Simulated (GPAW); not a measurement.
# W2NS2 MXene monolayer: simulated STM images, part 2 of 2

What would a tunnelling microscope show on W2NS2 MXene monolayer?

GPAW 26.7.0; GPAW, PAW setups; layer in a repeated cell with vacuum, relaxation of atoms and in-plane cell (the session's first sound run).

So far. Step 2 (Relaxing the atoms): The relaxation lowered the energy of the cell by 0.632 eV (energies extrapolated to zero smearing; the optimiser's log prints free energies). The largest force left on a free atom is 0.0078 eV/Å.

**3. Plane waves, PBE (continued)**

Local density of states summed over the bias window over a1 and a2. Sample bias -1.5 V, constant height 3.0 Å over the top atom.

Ten even steps from '_' (3.59 × 1e-5 arbitrary) to '@' (5.52 × 1e-5 arbitrary):
```
--------------------------------
----::::::::::::::::::::::------
----::::............::::--------
----::..__________..::----======
==--::..________..::--====++++==
==--::..______..::--==++******++
==--::..____..::--==**########**
==--::..__..::--==**##%%%%%%##**
==--::....::--==**##%%@@@@%%##**
==--::::::--==**##%%@@@@@@%%##**
==--::::--==++##%%@@@@@@@@%%##++
----::----==**##%%@@@@@@%%##**==
--------==++**##%%%%%%%%##**++==
--------==++**##########**++==--
--------====++********++====----
----------==============--------
```
Columns: a1 from 0 to 0.938; rows upwards: a2 from 0 to 0.938.

Tip height over the top atom over a1 and a2. Sample bias 2 V, constant current at the mean current 3.0 Å over the top atom.

Ten even steps from '_' (2.992 Å) to '@' (3.009 Å):
```
@@%%##++++++========++++++##%%@@
%%##======--::--::--======##%%@@
##++====::........::====++##%%%%
**++==::__________::==++**######
++++--..________..--++++++****++
++==::..______..::==++====++====
++==--..____..--==++==--====--==
++==::..__..::==++==::::--::::==
++==--::::--==++==::::::::::::==
++++======++++==::::::--::::::==
++++====++++==--::::----::::--==
**++==++**++====--::::::--====++
##########**++==::::::::==++**##
%%%%%%%%##**==--::::::--==**##%%
@@@@@@%%##++============++##%%@@
@@@@%%##**++++++++++++++**##%%@@
```
Columns: a1 from 0 to 0.938; rows upwards: a2 from 0 to 0.938.

Local density of states summed over the bias window over a1 and a2. Sample bias 2 V, constant height 3.0 Å over the top atom.

Ten even steps from '_' (5.21 × 1e-5 arbitrary) to '@' (5.47 × 1e-5 arbitrary):
```
@@%%**++++++========++++++**%%@@
%%**======----------======**%%@@
##++==--::........::--==++##%%%%
**++==::__________::==++**######
++++--..________..--++++++****++
++==--..______..--==++====++====
====--..____..--======--------==
++==--..__..--==++==--::--::--==
====--::::--======::::::::::::==
++++==--==++++==--::::--::::--==
++++====++++==--::::----::::--==
**++==++**++==----::::::----==++
##****####**++--::::::::--++**##
%%%%%%%%##**==----::----==**##%%
@@@@@@%%##++============++##%%@@
@@@@%%##**++++==++==++++**##%%@@
```
Columns: a1 from 0 to 0.938; rows upwards: a2 from 0 to 0.938.

The potential is flat to 5.6e-5 eV/Å where it is read, so the vacuum is wide enough.

**4. A changed run**

One more run, with changed settings.

run.py

```python
import json
import numpy as np
from ase import Atoms
from gpaw import GPAW

slab = Atoms(
    ['S', 'W', 'N', 'W', 'S'],
    positions=[
        [0.00000, 1.73392, 8.00000],
        [1.50162, 0.86696, 9.66084],
        [-0.00000, -0.00000, 11.08102],
        [0.00000, 1.73392, 12.50122],
        [1.50162, 0.86696, 14.16206]],
    cell=[[3.00324, 0.0, 0.0], [-1.50162, 2.60088, 0.0], [0.0, 0.0, 22.1621]],
    pbc=[True, True, False])

slab.calc = GPAW(mode='fd', h=0.4, xc='PBE', kpts={'size': (12, 12, 1), 'gamma': True},
                 occupations={'name': 'fermi-dirac', 'width': 0.05}, nbands='160%',
                 convergence={'density': 1e-05}, maxiter=100,
                 poissonsolver={'dipolelayer': 'xy'},
                 symmetry={'tolerance': 1e-3}, txt='slab.txt')
result = {}
energy = slab.get_potential_energy()
fermi = slab.calc.get_fermi_level()
v = slab.calc.get_electrostatic_potential().mean((0, 1)) - fermi
n = slab.calc.get_pseudo_density().mean((0, 1))
L = slab.cell[2, 2]
z = np.arange(len(v)) * L / len(v)
low, high = slab.positions[:, 2].min(), slab.positions[:, 2].max()
below, above = np.interp([low - 5.8, high + 5.8], z, v)
slopes = [np.interp(x, z, np.gradient(v, z)) for x in (low - 5.8, high + 5.8)]
eps = np.array([[slab.calc.get_eigenvalues(k, s) for k in range(len(slab.calc.get_ibz_k_points()))]
                for s in range(slab.calc.get_number_of_spins())]) - fermi
top, bottom = eps[eps < 0].max(), eps[eps > 0].min()
dipole = slab.get_dipole_moment()[2]
print(f'energy {energy:.4f} eV, Fermi level {fermi:.4f} eV, dipole {dipole:.5f} e A')
print(f'potential 5.8 A off the faces, from the Fermi level: lower {below:.4f} eV, upper {above:.4f} eV')
print(f'slope of the potential there: lower {slopes[0]:.5f}, upper {slopes[1]:.5f} eV/A')
print(f'nearest levels on the mesh: {top:.4f} and {bottom:.4f} eV')
print('magnetic moment', round(slab.get_magnetic_moment(), 3))
result.update(energy=energy, fermi=fermi, dipole=dipole, below=below, above=above, slopes=slopes, edges=[top, bottom],
              z=z.tolist(), v=v.tolist(), n=n.tolist(), positions=slab.positions.tolist(),
              forces=slab.get_forces(apply_constraint=False).tolist(), moments=slab.get_magnetic_moments().tolist())
json.dump(result, open('result.json', 'w'))
```

Run with:

```console
$ OMP_NUM_THREADS=1 OPENBLAS_NUM_THREADS=1 python run.py
```

The job ended after 3.9 min (1 thread of Arm Neoverse V1, shared host; peak memory 0.19 GiB).

The fault put into the input: a grid far too coarse, under a cap of 100 iterations, which ended the run (mode = "fd" and h = 0.4).

**5. What came out**

| Property | Result |
| --- | --- |
| work function, upper and lower face | 4.998 and 4.982 eV |
| dipole along the normal | -6.5e-4 e Å |
| corrugation at -1.5 V | 0.163 Å |
| corrugation at 2 V | 0.0173 Å |

**Reading.** The corrugation at constant current is largest at -1.5 V, where the tip height varies by 0.16 Å over the cell. Negative sample bias images filled states, positive bias empty ones. The images are of Tersoff-Hamann type: an s-wave tip, no tip-sample forces, heights closer than in a microscope. The small printed dipole stands for a step of 15 meV from the lower to the upper face, and the probes find 16 meV; values this small are near the numerical noise of both. The cell holds an odd number of electrons, so without spin polarisation it must come out metallic and without a moment, whatever its true state. The layer's cell and atoms come from the relaxation; spin-orbit coupling and temperature are left out.

[Logs are printed without paths, hosts, clocks, repeated set-up lines and the standing remarks that a program may print on its own settings, such as how far it seeks lower states.]

[Hosts, paths, dates, database ids (printed as entryN), source tags and the programs' standing remarks are cut or masked in the printed files.]
